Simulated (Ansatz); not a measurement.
Consider SrAgO3 (cubic perovskite) (Pm-3m).

The structure was built from a prototype and need not be the compound's stable phase.

The structure is cubic, space group Pm-3m (No. 221). Conventional cell: a = 3.962 Å, b = 3.962 Å, c = 3.962 Å, α = 90.00°, β = 90.00°, γ = 90.00°. Nearest to Sr lie 12 O at 2.80 Å. Nearest to Ag lie 6 O at 1.98 Å. O has 2 Ag at 1.98 Å and 4 Sr at 2.80 Å nearest. Farther neighbours and most contacts between anions are not listed.

```
Sr Ag O
1.0
     0.00000   -3.96201    0.00000
     0.00000    0.00000    3.96201
    -3.96201    0.00000    0.00000
Sr Ag O
1 1 3
Cartesian
  0.0000 0.0000 0.0000
  -1.9810 -1.9810 1.9810
  0.0000 -1.9810 1.9810
  -1.9810 -1.9810 0.0000
  -1.9810 0.0000 1.9810
```

The structure was relaxed with LDA. The structure type comes from a generator and need not be one that this composition takes. The structure was generated from a model, not taken from a measurement. The runs that relaxed it are not among those shown. The program's search for lower electronic states was switched off, so nothing shows that the state found is the lowest. PAW set soft_2, made with PBE.

A constrained-RPA run (Ansatz 0.2.0; non-magnetic LDA; Ag d + anion p, bands v13 to c1, 4×4×4 mesh, medium accuracy) builds 14 functions on bands 11 eV wide, with 25.0 electrons in the window. The bare on-site interaction is 19.7 eV and the bare J 0.76 eV.

**Question.** What U and J survive the screening?

On the Ag d shell, U = 8.92 eV (45 % of the bare value), U′ = 7.72 eV, J = 0.60 eV.

The parent state is non-magnetic and the interaction static (zero frequency); U depends on the window and the orbitals, so it belongs to this model alone. A window that holds the anion p bands defines a model with explicit ligands; its U belongs to that model and is not the U of DFT+U.

[Paths, hosts, dates, memory and timing lines, banners, echoed tables and standing remarks are left out of the program output.]

[Logs are printed without paths, hosts, clocks, repeated set-up lines and the standing remarks that a program may print on its own settings, such as how far it seeks lower states.]

[Runs of the session that timed out or met a known fault of the program may be left out.]

[Hosts, paths, dates, database ids (printed as entryN), source tags and the programs' standing remarks are cut or masked in the printed files.]
